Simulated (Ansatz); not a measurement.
# One crystal, many levels of theory: Cd5B3ClO9 (Cm), part 2 of 3

Wanted: a ladder of band gaps for Cd5B3ClO9 (Cm), from density functionals to G0W0.

Ansatz 0.2.0; density functionals, hybrids and G0W0, plane waves, PAW. Known limits of the many-body steps: finite bands, screening cutoff and k mesh; no spin-orbit coupling in G0W0; d shells not analysed.

So far. Step 4 (PBE on the 4×4×6 mesh): Over mesh and path the gap is 1.983 eV, from k = (0.000, 0.000, -0.400) to k = Γ. The least direct gap found is 2.045 eV, at k = Γ. On the 4×4×6 mesh alone the same run gives 1.985 eV, so that mesh misses an edge of PBE: 1.985 − 1.983 = +0.002 eV. The pressure in this cell is 5 GPa; the cell is kept. PBE against PBEsol: 1.983 − 1.862 = +0.121 eV, with the same mesh, files and cutoff, and both edges at the same k points.

In doubt: masses and optical values from hybrid runs of this build are listed as unsure (steps 11, 12), which bears on the screening that GW takes from such a start.

## 6. r2SCAN on the 4×4×6 mesh

r2SCAN is a meta-GGA: it depends on the kinetic-energy density as well as on the density and its gradient.

This step: DFT, r2SCAN, plane waves, PAW; PAW set soft_1.

Contents of input.yaml:

```yaml
crystal:
  lattice:
    - [4.086, -8.0305, 0.0]
    - [4.086, 8.0305, 0.0]
    - [-0.5610688069, 0.0, 3.4284942182]
  atoms:
    - { symbol: Cd, position: [0.9903899046, 0.7342556792, 0.5662659888] }
    - { symbol: Cd, position: [0.7342556792, 0.9903899046, 0.5662659888] }
    - { symbol: Cd, position: [0.3113911839, 0.6630019832, 0.9124457693] }
    - { symbol: Cd, position: [0.6630019832, 0.3113911839, 0.9124457693] }
    - { symbol: Cd, position: [0.2871762088, 0.2871762088, 0.3102574688] }
    - { symbol: B, position: [0.6210609171, 0.6210609171, 0.9737592675] }
    - { symbol: B, position: [0.972075933, 0.3689018994, 0.3370010488] }
    - { symbol: B, position: [0.3689018994, 0.972075933, 0.3370010488] }
    - { symbol: Cl, position: [0.049188481, 0.049188481, 0.7118210963] }
    - { symbol: O, position: [0.7759792855, 0.623579409, 0.0193502893] }
    - { symbol: O, position: [0.623579409, 0.7759792855, 0.0193502893] }
    - { symbol: O, position: [0.4502306784, 0.4502306784, 0.8744954667] }
    - { symbol: O, position: [0.1618372402, 0.4552599818, 0.3467663233] }
    - { symbol: O, position: [0.4552599818, 0.1618372402, 0.3467663233] }
    - { symbol: O, position: [0.1966350256, 0.8360258997, 0.1252240285] }
    - { symbol: O, position: [0.8360258997, 0.1966350256, 0.1252240285] }
    - { symbol: O, position: [0.9120354728, 0.4534148167, 0.5549599024] }
    - { symbol: O, position: [0.4534148167, 0.9120354728, 0.5549599024] }
kpoints:
  mp_grid: { grid: [4, 4, 6] }
  band_path:
    path:
      - [0.0, 0.0, 0.0]
      - [-0.5, 0.5, 0.0]
      - [-0.5, 0.5, -0.5]
      - [0.0, 0.0, -0.5]
      - [0.0, 0.5, -0.5]
      - [0.0, 0.5, 0.0]
      - [0.0, 0.0, -0.4]
    npoints: 1
hamiltonian:
  xc: r2scan
  pseudopotentials: { kind: paw, azcp: { folder: soft_1 } }
scf:
  occupations: { method: fixed }
  n_extra_bands: 10
output:
  eigenvalues: true
  forces: true
  stress: true
```

Command:

```console
$ ansatz run input.yaml --threads 2 --pin off --max-ram 92160MiB --backend cuda --events-out ev --progress --plain --runs-dir out --devices 1 --max-vram 13GiB
```

Numbers of over 12 decimals in the logs are rounded to 6 here.

Log:

```text
[...]
GPUs: using 1 of 1 available (devices: 1).
[...]
GPU FFT provider: cuFFT
GPU libraries: cuBLAS 13.8.2, cuFFT 12.4.0, cuSOLVER 12.3.4
Crystal: 18 atoms, lattice volume = 224.996 Å³
Basis set: ecut = 500 eV, 5701 PW (Γ), exchange–correlation on 288×288×108 points (64 copies of the dense FFT grid, shifted against one another)
[...]
k-point 0: bands = [... 81 lower, 7.4795, 7.5836, 7.8190, 7.9593, 10.5259, 13.1895, 13.4954, 13.7470, ... 6 higher]
  k-point 1: bands = [... 81 lower, 7.2826, 7.6384, 7.7502, 7.9670, 11.3146, 13.6976, 13.7368, 14.0169, ... 6 higher]
  k-point 2: bands = [... 81 lower, 7.4498, 7.5716, 7.7288, 8.0235, 12.7635, 13.9027, 14.0842, 14.4789, ... 6 higher]
  k-point 33: bands = [... 81 lower, 7.3757, 7.4641, 7.8217, 7.9548, 13.5511, 14.0223, 14.0404, 14.1536, ... 6 higher]
[key lines of the parts left out:]
SCF converged after 11 iterations
Free energy (F): -48021.920848 eV
Fermi energy:    8.032290 eV
P = ⅓ Tr σ = 0.5694 GPa (5.694 kbar)
```

Elapsed: 13 s, on 1 × NVIDIA H100 80GB HBM3 (shared by 6 runs) with 2 threads of AMD EPYC 7R13 (Zen 3), shared host; peak memory 1.4 GiB; 13 s of CPU time.

Numbers from this step:

```yaml
pressure: 0.5694 GPa
gap: 2.494 eV
valence_top_at: A
conduction_bottom_at: Γ
least_direct_gap: 2.567 eV
```

Over mesh and listed points the gap is 2.494 eV, from k = (0.000, 0.000, -0.500) to k = Γ. The least direct gap found is 2.567 eV, at k = Γ. r2SCAN against PBE: 2.494 − 1.983 = +0.511 eV. The runs also differ in plane-wave cutoff (420 eV and 500 eV), and the valence top lies at another k point, so how much of this comes from the functional alone is not known.

## 7. HSE06 on the 2×2×4 mesh

HSE06 mixes in a quarter of exact exchange at short range.

This step: DFT, HSE06, plane waves, PAW; PAW set soft_1.

input.yaml, as its differences from that of step 6:

```diff
@@ -25,3 +25,3 @@
 kpoints:
-  mp_grid: { grid: [4, 4, 6] }
+  mp_grid: { grid: [2, 2, 4] }
   band_path:
@@ -37,3 +37,3 @@
 hamiltonian:
-  xc: r2scan
+  xc: hse06
   pseudopotentials: { kind: paw, azcp: { folder: soft_1 } }
@@ -44,3 +44 @@
   eigenvalues: true
-  forces: true
-  stress: true
```

Log:

```text
[...]
GPUs: using 1 of 1 available (devices: 1).
[...]
davidson cushion auto → on  (no smearing: the cushion is to keep the highest requested band from converging to the state above it; pin scf.eigensolver.cushion to override)
[...]
GPU FFT provider: cuFFT
GPU libraries: cuBLAS 13.8.2, cuFFT 12.4.0, cuSOLVER 12.3.4
Crystal: 18 atoms, lattice volume = 224.996 Å³
Basis set: ecut = 420 eV, 4399 PW (Γ)
[...]
Fermi energy:    7.268688 eV
[...]
--- Band table (eV; the first three rows and the last of 9) ---
  k-point 0: bands = [... 81 lower, 6.7605, 6.7749, 7.0159, 7.1681, 10.8396, 13.5326, 13.9300, 14.1395, ... 6 higher]
  k-point 1: bands = [... 81 lower, 6.5979, 6.8679, 6.8752, 7.2072, 12.3876, 14.3426, 14.3742, 14.6742, ... 6 higher]
  k-point 2: bands = [... 81 lower, 6.6920, 6.7284, 6.9728, 7.2687, 13.7321, 14.2108, 14.7032, 14.8109, ... 6 higher]
  k-point 8: bands = [... 81 lower, 6.5582, 6.7048, 7.0033, 7.1652, 13.8862, 14.4353, 14.4749, 14.5346, ... 6 higher]
[key lines of the parts left out:]
Free energy (F): -47952.465213 eV
```

Wall time 57 s (1 × NVIDIA H100 80GB HBM3 (shared by 6 runs) with 2 threads); peak memory 1.5 GiB; 77 s of CPU time.

Numbers from this step:

| Property | Result |
| --- | --- |
| gap | 3.571 eV |
| valence top at | A |
| conduction bottom at | Γ |
| least direct gap | 3.672 eV |
| exact-exchange fraction | 0.25 |

Over mesh and listed points the gap is 3.571 eV, from k = (0.000, 0.000, -0.500) to k = Γ. The least direct gap found is 3.672 eV, at k = Γ. HSE06 against PBE: 3.571 − 1.983 = +1.588 eV. The runs also differ in mesh (4×4×6 and 2×2×4), and the valence top lies at another k point, so how much of this comes from the functional alone is not known.

## 8. PBE0 on the 2×2×4 mesh

PBE0 mixes in a quarter of exact exchange at all distances.

This step: DFT, PBE0, plane waves, PAW; PAW set soft_1.

input.yaml, as its differences from that of step 7:

```diff
@@ -37,3 +37,3 @@
 hamiltonian:
-  xc: hse06
+  xc: pbe0
   pseudopotentials: { kind: paw, azcp: { folder: soft_1 } }
@@ -44 +44,5 @@
   eigenvalues: true
+  write_density: true
+  write_potential: true
+  elf: true
+  volumetric_format: npy
```

Log:

```text
[...]
GPUs: using 1 of 1 available (devices: 1).
[...]
GPU FFT provider: cuFFT
GPU libraries: cuBLAS 13.8.2, cuFFT 12.4.0, cuSOLVER 12.3.4
Crystal: 18 atoms, lattice volume = 224.996 Å³
Basis set: ecut = 420 eV, 4399 PW (Γ)
Bands: 95, of which v1, the nominal top of the filled ones, is band 85 counted from 1 (84 counted from 0)
Symmetry: 2 space group operations
[...]
k-points: 9 of 16 (time reversal used)
[...]
Fermi energy:    6.866406 eV
[...]
--- Band table (eV; the first three rows and the last of 9) ---
  k-point 0: bands = [... 81 lower, 6.3619, 6.3687, 6.6101, 6.7634, 11.1681, 13.8802, 14.2998, 14.5023, ... 6 higher]
  k-point 1: bands = [... 81 lower, 6.1950, 6.4622, 6.4686, 6.8024, 12.7380, 14.7145, 14.7433, 15.0446, ... 6 higher]
  k-point 2: bands = [... 81 lower, 6.2840, 6.3237, 6.5648, 6.8664, 14.0946, 14.5799, 15.0723, 15.1834, ... 6 higher]
  k-point 8: bands = [... 81 lower, 6.1485, 6.2996, 6.5962, 6.7603, 14.2537, 14.8057, 14.8432, 14.9046, ... 6 higher]
[key lines of the parts left out:]
Free energy (F): -47950.371025 eV
```

Elapsed: 57 s, on 1 × NVIDIA H100 80GB HBM3 (shared by 6 runs) with 2 threads; peak memory 1.5 GiB.

This step gave:

- gap: 4.302 eV
- valence top at: A
- conduction bottom at: Γ
- least direct gap: 4.405 eV
- exact-exchange fraction: 0.25

Over mesh and listed points the gap is 4.302 eV, from k = (0.000, 0.000, -0.500) to k = Γ. The least direct gap found is 4.405 eV, at k = Γ. PBE0 against HSE06: 4.302 − 3.571 = +0.731 eV, with the same mesh, files and cutoff, and both edges at the same k points.

## 9. DDH-PBE0 on the 2×2×4 mesh

The input asks for a share of exact exchange of one over the crystal's ε∞, which the program works out first.

This step: DFT, dielectric-dependent PBE0 (fraction 1/eps_inf of PBE), plane waves, PAW; PAW set soft_1.

input.yaml, as its differences from that of step 8:

```diff
@@ -24,2 +24,3 @@
     - { symbol: O, position: [0.4534148167, 0.9120354728, 0.5549599024] }
+  host: atoms
 kpoints:
@@ -37,3 +38,6 @@
 hamiltonian:
-  xc: pbe0
+  xc:
+    exchange: pbe
+    correlation: pbe
+    exx: { coeff: inverse_dielectric }
   pseudopotentials: { kind: paw, azcp: { folder: soft_1 } }
```

Log:

```text
[...]
the fraction of exact exchange is that of a crystal of Cd5B3Cl1O9
GPUs: using 1 of 1 available (devices: 1).
[...]
a weight of exact exchange comes from the crystal, and the text's number only plans the run
Solving k-mesh 2×2×4 for the fraction of exact exchange
[...]
Fermi energy:    6.818777 eV
[...]
--- Band table (eV; the first three rows and the last of 9) ---
  k-point 0: bands = [... 81 lower, 6.3156, 6.3187, 6.5606, 6.7143, 11.1930, 13.9066, 14.3304, 14.5330, ... 6 higher]
  k-point 1: bands = [... 81 lower, 6.1466, 6.4130, 6.4186, 6.7535, 12.7655, 14.7472, 14.7756, 15.0773, ... 6 higher]
  k-point 2: bands = [... 81 lower, 6.2342, 6.2746, 6.5147, 6.8188, 14.1252, 14.6128, 15.1064, 15.2164, ... 6 higher]
  k-point 8: bands = [... 81 lower, 6.0985, 6.2513, 6.5457, 6.7115, 14.2852, 14.8395, 14.8764, 14.9379, ... 6 higher]
[key lines of the parts left out:]
Free energy (F): -47950.881327 eV
```

Run time: 2.3 min. Hardware: 1 × NVIDIA H100 80GB HBM3 (shared by 6 runs) with 2 threads; peak memory 3.5 GiB; 3.2 min of CPU time.

Numbers from this step:

```yaml
gap: 4.374 eV
valence_top_at: A
conduction_bottom_at: Γ
least_direct_gap: 4.479 eV
exact_exchange_fraction: 0.2575
```

Over mesh and listed points the gap is 4.374 eV, from k = (0.000, 0.000, -0.500) to k = Γ. The least direct gap found is 4.479 eV, at k = Γ. DDH-PBE0 against PBE0: 4.374 − 4.302 = +0.072 eV, with the same mesh, files and cutoff, and both edges at the same k points.

## 10. G0W0@PBE, 2×2×4 mesh, 1033 empty bands, screening to 160 eV, PAW set soft_1 files

G0W0 replaces the xc potential by a self-energy built once from the orbitals of the start. Levels are corrected in the window of bands that the input names, at points of the mesh.

This step: G0W0 on PBE, plane waves, PAW; PAW set soft_1.

input.yaml, as its differences from that of step 9:

```diff
@@ -24,20 +24,6 @@
     - { symbol: O, position: [0.4534148167, 0.9120354728, 0.5549599024] }
-  host: atoms
 kpoints:
   mp_grid: { grid: [2, 2, 4] }
-  band_path:
-    path:
-      - [0.0, 0.0, 0.0]
-      - [-0.5, 0.5, 0.0]
-      - [-0.5, 0.5, -0.5]
-      - [0.0, 0.0, -0.5]
-      - [0.0, 0.5, -0.5]
-      - [0.0, 0.5, 0.0]
-      - [0.0, 0.0, -0.4]
-    npoints: 1
 hamiltonian:
-  xc:
-    exchange: pbe
-    correlation: pbe
-    exx: { coeff: inverse_dielectric }
+  xc: pbe
   pseudopotentials: { kind: paw, azcp: { folder: soft_1 } }
@@ -45,8 +31,7 @@
   occupations: { method: fixed }
-  n_extra_bands: 10
-output:
-  eigenvalues: true
-  write_density: true
-  write_potential: true
-  elf: true
-  volumetric_format: npy
+gw:
+  n_empty_bands: 1033
+  ecut_chi: 160.0
+  qp_bands: [v4, c4]
+  qp_kpoints: band_edges
+  screening: { model: contour_deformation }
```

Log:

```text
GPUs: using 1 of 1 available (devices: 1).
[...]
GPU FFT provider: cuFFT
GPU libraries: cuBLAS 13.8.2, cuFFT 12.4.0, cuSOLVER 12.3.4
Crystal: 18 atoms, lattice volume = 224.996 Å³
Basis set: ecut = 420 eV, 4399 PW (Γ)
Bands: 103, of which v1, the nominal top of the filled ones, is band 85 counted from 1 (84 counted from 0)
Symmetry: 2 space group operations
[...]
k-points: 9 of 16 (time reversal used)
[...]
0    89     13.5003   -10.7415    -4.2429   -15.8693  0.8125    14.3935    14.3852  root
[...]
8    86     13.2291    -9.0850    -4.5082   -14.4546  0.8194    14.0983    14.0905  root
     8    87     13.7122    -9.9501    -4.6041   -15.4906  0.8105    14.6592    14.6485  root
     8    88     13.7540   -11.0082    -4.4705   -16.4680  0.8067    14.7554    14.7434  root
     8    89     13.8392   -10.1857    -4.4622   -15.5697  0.8124    14.7706    14.7609  root
[key lines of the parts left out:]
SCF converged after 11 iterations
Free energy (F): -47934.093513 eV
Fermi energy:    8.408493 eV
```

The job ended after 83 s (1 × NVIDIA H100 80GB HBM3 (shared by 6 runs) with 2 threads; peak memory 3.7 GiB).

Numbers from this step:

| Property | Result |
| --- | --- |
| bands summed | 1118 |
| RPA ε∞ on this mesh (eigenvalues) | 3.537, 3.796, 3.953 |
| plane waves in the screening matrix | 1051 |
| G0W0 gap over the corrected points | 3.484 eV |
| k of the valence top | 0, 0, -0.5 |
| k of the conduction bottom | 0, 0, 0 |
| starting gap on the mesh | 1.985 eV |
| Z at the valence top | 0.7586 |
| Z at the conduction bottom | 0.8268 |
| least direct G0W0 gap over the corrected points | 3.525 eV |

Over all 9 irreducible mesh points the G0W0 gap is 3.484 eV, from k = (0.000, 0.000, -0.500) to k = Γ. The PBE gap of this run on the mesh is 1.985 eV. The two states that bound the G0W0 gap lie that far apart at the start, so the correction of the gap is 3.484 − 1.985 = +1.499 eV.

## 11. G0W0@HSE06, 2×2×4 mesh, 1033 empty bands, screening to 160 eV, PAW set soft_1 files

This step: G0W0 on HSE06, plane waves, PAW; PAW set soft_1.

input.yaml, as its differences from that of step 10:

```diff
@@ -27,3 +27,3 @@
 hamiltonian:
-  xc: pbe
+  xc: hse06
   pseudopotentials: { kind: paw, azcp: { folder: soft_1 } }
```

Log:

```text
GPUs: using 1 of 1 available (devices: 1).
[...]
GPU FFT provider: cuFFT
GPU libraries: cuBLAS 13.8.2, cuFFT 12.4.0, cuSOLVER 12.3.4
Crystal: 18 atoms, lattice volume = 224.996 Å³
Basis set: ecut = 420 eV, 4399 PW (Γ)
Bands: 103, of which v1, the nominal top of the filled ones, is band 85 counted from 1 (84 counted from 0)
Symmetry: 2 space group operations
[...]
k-points: 9 of 16 (time reversal used)
[...]
0    88     13.9300   -11.5482    -3.8349   -16.1392  0.8355    14.6901    14.6862  root
     0    89     14.1395    -9.9217    -4.0263   -14.5845  0.8464    14.7786    14.7760  root
[...]
8    86     13.8862    -8.5942    -4.2221   -13.4221  0.8504    14.4942    14.4919  root
     8    87     14.4353    -9.2229    -4.3541   -14.2235  0.8452    15.0848    15.0819  root
     8    88     14.4749    -9.9984    -4.2191   -14.8999  0.8430    15.1605    15.1573  root
     8    89     14.5346    -9.6414    -4.2605   -14.5663  0.8449    15.2020    15.1990  root
[key lines of the parts left out:]
Free energy (F): -47952.465213 eV
Fermi energy:    7.268749 eV
```

Elapsed: 5.2 min, on 1 × NVIDIA H100 80GB HBM3 (shared by 6 runs) with 2 threads; peak memory 3.9 GiB; 6.6 min of CPU time.

Numbers from this step:

```
bands summed                                    : 1118
RPA ε∞ on this mesh (eigenvalues)               : 2.924, 3.053, 3.158
plane waves in the screening matrix             : 1051
G0W0 gap over the corrected points              : 4.312 eV
k of the valence top                            : 0, 0, -0.5
k of the conduction bottom                      : 0, 0, 0
starting gap on the mesh                        : 3.571 eV
Z at the valence top                            : 0.7992
Z at the conduction bottom                      : 0.8570
least direct G0W0 gap over the corrected points : 4.373 eV
```

Over all 9 irreducible mesh points the G0W0 gap is 4.312 eV, from k = (0.000, 0.000, -0.500) to k = Γ. The HSE06 gap of this run on the mesh is 3.571 eV. The two states that bound the G0W0 gap lie that far apart at the start, so the correction of the gap is 4.312 − 3.571 = +0.741 eV. G0W0@HSE06 against G0W0@PBE with 1118 bands: 4.312 − 3.484 = +0.828 eV, with the same mesh, files and cutoffs, and both edges at the same k points.

## 12. G0W0@PBE0, 2×2×4 mesh, 1033 empty bands, screening to 160 eV, PAW set soft_1 files

This step: G0W0 on PBE0, plane waves, PAW; PAW set soft_1.

input.yaml, as its differences from that of step 11:

```diff
@@ -27,3 +27,3 @@
 hamiltonian:
-  xc: hse06
+  xc: pbe0
   pseudopotentials: { kind: paw, azcp: { folder: soft_1 } }
```

Log:

```text
GPUs: using 1 of 1 available (devices: 1).
[...]
GPU FFT provider: cuFFT
GPU libraries: cuBLAS 13.8.2, cuFFT 12.4.0, cuSOLVER 12.3.4
Crystal: 18 atoms, lattice volume = 224.996 Å³
Basis set: ecut = 420 eV, 4399 PW (Γ)
Bands: 103, of which v1, the nominal top of the filled ones, is band 85 counted from 1 (84 counted from 0)
Symmetry: 2 space group operations
[...]
k-points: 9 of 16 (time reversal used)
[...]
0    88     14.2998   -11.5324    -3.7360   -15.7519  0.8449    14.7846    14.7833  root
     0    89     14.5023    -9.8888    -3.9262   -14.1840  0.8550    14.8721    14.8714  root
[...]
8    86     14.2537    -8.5761    -4.1216   -13.0339  0.8585    14.5905    14.5899  root
     8    87     14.8057    -9.2052    -4.2469   -13.8317  0.8540    15.1861    15.1852  root
     8    88     14.8432    -9.9580    -4.1144   -14.4859  0.8520    15.2576    15.2567  root
     8    89     14.9046    -9.6447    -4.1585   -14.2009  0.8535    15.3031    15.3022  root
[key lines of the parts left out:]
Free energy (F): -47950.371025 eV
Fermi energy:    6.866385 eV
```

The job ended after 5.2 min (1 × NVIDIA H100 80GB HBM3 (shared by 6 runs) with 2 threads; peak memory 3.9 GiB; 6.4 min of CPU time).

Numbers from this step:

| Item | Value |
| --- | --- |
| bands summed | 1118 |
| RPA ε∞ on this mesh (eigenvalues) | 2.809, 2.924, 3.019 |
| plane waves in the screening matrix | 1051 |
| G0W0 gap over the corrected points | 4.525 eV |
| k of the valence top | 0, 0, -0.5 |
| k of the conduction bottom | 0, 0, 0 |
| starting gap on the mesh | 4.302 eV |
| Z at the valence top | 0.8097 |
| Z at the conduction bottom | 0.8647 |
| least direct G0W0 gap over the corrected points | 4.591 eV |

Over all 9 irreducible mesh points the G0W0 gap is 4.525 eV, from k = (0.000, 0.000, -0.500) to k = Γ. The PBE0 gap of this run on the mesh is 4.302 eV. The two states that bound the G0W0 gap lie that far apart at the start, so the correction of the gap is 4.525 − 4.302 = +0.223 eV. G0W0@PBE0 against G0W0@HSE06 with 1118 bands: 4.525 − 4.312 = +0.213 eV, with the same mesh, files and cutoffs, and both edges at the same k points. The program's warnings for this run: coarse exchange mesh.

[end of part 2 of 3]

[Paths, hosts, dates, memory and timing lines, banners, echoed tables and standing remarks are left out of the program output.]

[Logs are printed without paths, hosts, clocks, repeated set-up lines and the standing remarks that a program may print on its own settings, such as how far it seeks lower states.]

[Runs of the session that timed out or met a known fault of the program may be left out.]

[Cells called generated may have been cut or substituted from an entry of the Crystallography Open Database or the Materials Project.]

[Hosts, paths, dates, database ids (printed as entryN), source tags and the programs' standing remarks are cut or masked in the printed files.]

[Where an RPA ε∞ is given, it is that of the G0W0 mesh and is not shown converged in it. Names of k-points follow the symmetry that the program found, which can be lower than the space group named. Band edges on a path are those of the sampled points; other points can move an edge, and change direct to indirect where valleys lie close.]

[Hybrid gaps are those of their k-mesh and are not shown converged in it.]
